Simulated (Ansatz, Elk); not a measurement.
# YFeBr5: X-ray structure factors from the self-consistent density, part 2 of 2

Structure refinements treat a crystal as free atoms side by side. For a made-up structure of YFeBr5 (cell and positions from a PBE relaxation) the runs below show what the calculated density changes in F(hkl).

Elk 11.2.3 (patched build); all-electron DFT.

So far: Starting point; Ground state and structure factors; The magnetisation density; The highest occupied states alone.

The structure was built from a prototype and need not be the compound's stable phase.

### 5. Another functional

Level of this step: DFT, LDA (Perdew-Wang), all-electron APW+lo, Dirac cores, scalar-relativistic bands, static density, ferromagnetic start (Elk).

The difference from free atoms is small, so it is set against the change that LDA (Perdew-Wang) makes.

Input file elk.in:

```
tasks
  0
  195
  196

xctype
  3

spinpol
  .true.

rgkmax
  7.0

gmaxvr
  14.0

lmaxo
  7

lmaxapw
  8

swidth
  0.002

tshift
  .false.

ramdisk
  .false.

hmaxvr
  5.5

maxscl
  120

epspot
  1e-06

reducebf
  0.8

sppath
  './'

avec
  -5.11039168150 8.46420828819 9.88300602042
  5.11039168150 -8.46420828819 9.88300602042
  5.11039168150 8.46420828819 -9.88300602042

atoms
  3
  'Y.in'
  1
  0.5000000000 0.5000000000 -0.0000000000   0.000000 0.000000 0.000000
  'Br.in'
  5
  0.5000000000 0.0000000000 0.5000000000   0.000000 0.000000 0.000000
  0.7746940416 0.7746940416 -0.0000000000   0.000000 0.000000 0.000000
  0.2253059584 0.2253059584 -0.0000000000   0.000000 0.000000 0.000000
  0.1917589099 0.5000000000 0.6917589099   0.000000 0.000000 0.000000
  0.8082410901 0.5000000000 0.3082410901   0.000000 0.000000 0.000000
  'Fe.in'
  1
  -0.0000000000 0.0000000000 -0.0000000000   0.000000 0.000000 -0.165000

ngridk
  4 4 4
```

Started as:

```bash
$ OMP_NUM_THREADS=4 elk
```

Numbers of over 12 decimals in the logs are rounded to 6 here.

Log:

```text
┌─────────────────────────┐
│ Elk code version 11.2.3 │
└─────────────────────────┘

All units are atomic (Hartree, Bohr, etc.)

┌─────────────────────────────────────────────────┐
│ Ground-state run starting from atomic densities │
└─────────────────────────────────────────────────┘

Lattice vectors :
  -5.110391682       8.464208288       9.883006020
   5.110391682      -8.464208288       9.883006020
   5.110391682       8.464208288      -9.883006020

Reciprocal lattice vectors :
  0.1482941396E-16  0.3711620209      0.3178782495
[...]
total calculated charge     :    239.9987224
 total charge                :    240.0000000
 error                       :   0.1277631190E-02

Moments :
 interstitial                :   0.3365517027
 muffin-tins
  species : 1 (Y)
[...]
species : 2 (Br)
[...]
atom 5                    :   0.6038864720E-01
  species : 3 (Fe)
   atom 1                    :    3.347667732
 total in muffin-tins        :    3.663399960
 total moment                :    3.999951662

┌──────────────────────────────┐
│ Self-consistent loop stopped │
└──────────────────────────────┘

Wrote STATE.OUT
[key lines of the parts left out:]
total energy                :     -17669.546696431
```

The job ended after 4.4 min (4 threads of Arm Neoverse V2, shared host; peak memory 0.58 GiB; 14 min of CPU time).

Against the first run R = 0.08 %; the largest change is -0.140 at 129. The moment goes from 4.00 to 4.00 μB.

### 6. A coarser k-mesh

About half the k-points along each axis test the sampling.

elk.in: that of step 5 with these lines changed.

```diff
@@ -6,3 +6,3 @@
 xctype
-  3
+  20
 
@@ -69,2 +69,2 @@
 ngridk
-  4 4 4
+  2 2 2
```

Started as:

```bash
$ OMP_NUM_THREADS=4 elk
```

Log:

```text
┌─────────────────────────┐
│ Elk code version 11.2.3 │
└─────────────────────────┘

All units are atomic (Hartree, Bohr, etc.)

┌─────────────────────────────────────────────────┐
│ Ground-state run starting from atomic densities │
└─────────────────────────────────────────────────┘

Lattice vectors :
  -5.110391682       8.464208288       9.883006020
   5.110391682      -8.464208288       9.883006020
   5.110391682       8.464208288      -9.883006020

Reciprocal lattice vectors :
  0.1482941396E-16  0.3711620209      0.3178782495
[...]
total calculated charge     :    239.9986572
 total charge                :    240.0000000
 error                       :   0.1342752564E-02

Moments :
 interstitial                :   0.3272177628
 muffin-tins
  species : 1 (Y)
[...]
species : 2 (Br)
[...]
atom 5                    :   0.4993030091E-01
  species : 3 (Fe)
   atom 1                    :    3.387081349
 total in muffin-tins        :    3.672750778
 total moment                :    3.999968541

┌──────────────────────────────┐
│ Self-consistent loop stopped │
└──────────────────────────────┘

Wrote STATE.OUT
[key lines of the parts left out:]
total energy                :     -17691.993275418
```

It took 4.4 min on 4 threads; peak memory 0.8 GiB.

Against the first run R = 0.01 %; the largest change is +0.027 at 310. The moment goes from 4.00 to 4.00 μB.

### 7. With a Hubbard U

A Hubbard U is put on the d shell, to see how far it moves the factors.

elk.in: that of step 6 with these lines changed.

```diff
@@ -69,2 +69,6 @@
 ngridk
-  2 2 2
+  4 4 4
+
+dft+u
+  1 1
+  3 2 0.146997 0.000000
```

Started as:

```bash
$ OMP_NUM_THREADS=4 elk
```

Log:

```text
┌─────────────────────────┐
│ Elk code version 11.2.3 │
└─────────────────────────┘

All units are atomic (Hartree, Bohr, etc.)

┌─────────────────────────────────────────────────┐
│ Ground-state run starting from atomic densities │
└─────────────────────────────────────────────────┘

Lattice vectors :
  -5.110391682       8.464208288       9.883006020
   5.110391682      -8.464208288       9.883006020
   5.110391682       8.464208288      -9.883006020

Reciprocal lattice vectors :
  0.1482941396E-16  0.3711620209      0.3178782495
[...]
error                       :   0.1325013666E-02

Moments :
 interstitial                :   0.1556191024
 muffin-tins
  species : 1 (Y)
[...]
species : 2 (Br)
[...]
atom 5                    :   0.2082607660E-01
  species : 3 (Fe)
   atom 1                    :    1.838430136
 total in muffin-tins        :    1.844376810
 total moment                :    1.999995912

RMS change in Kohn-Sham potential (target) :   0.4316367900E-02 (  0.1000000000E-05)
Absolute change in total energy (target)   :   0.6488218060E-02 (  0.1000000000E-03)

┌──────────────────┐
│ Loop number : 14 │
└──────────────────┘
[key lines of the parts left out:]
total energy                :     -17691.930975011
```

Wall time 6 min (4 threads); peak memory 0.79 GiB.

The run was cut off at its time limit.

### 8. Settings against the effect

```csv
run,R against the first run (%),"R against neutral atoms, low angle (%)",wall time
"PBE, rgkmax 7",0.00,0.28,11 min
LDA (Perdew-Wang),0.08,0.26,4.4 min
k-mesh 2×2×2,0.01,0.28,4.4 min
```

### 9. What came out

```yaml
r_against_neutral_atoms_sin_theta_lambda_0p3_a_minus1: 0.28 %
r_against_neutral_atoms_0p3_to_0p48_a_minus1: 0.31 %
```

What this shows: Independent neutral atoms miss the calculated amplitudes by R = 0.28 % below 0.3 Å⁻¹ and 0.31 % from there to 0.48 Å⁻¹; by shells, 0.38 % below 0.15 Å⁻¹ (7 forms), 0.27 % 0.15 to 0.3 (38 forms), 0.31 % 0.3 to 0.45 (87 forms), 0.28 % above 0.45 (17 forms). Bonding, aspherical density and the tables' own atoms all enter these figures, and the runs don't part them. The largest change of an amplitude is +0.47 electrons, at 121. The magnetic order is that of the start. No other order was tried here, and an antiferromagnetic one would change or move the magnetic intensity. The window's part falls from 36.0 electrons at the origin to at most 1.46 between 0.45 and 0.48 Å⁻¹, where compact states inside the window still scatter. Below 0.3 Å⁻¹ the changes that finished (LDA (Perdew-Wang) and k-mesh 2×2×2) move F by R = 0.05 % at most, against the 0.28 % that separates it from free atoms. The magnetic factors move by R = 2.2 % (LDA (Perdew-Wang)) and 0.3 % (k-mesh 2×2×2), so they aren't settled to better than that. The basis has no finished test. Part of the difference isn't bonding: the tables are fits to free atoms and ions calculated by other methods than this functional. Thermal motion, anomalous dispersion and extinction are left out.

[Logs are printed without paths, hosts, clocks, repeated set-up lines and the standing remarks that a program may print on its own settings, such as how far it seeks lower states.]

[Hosts, paths, dates, database ids (printed as entryN), source tags and the programs' standing remarks are cut or masked in the printed files.]
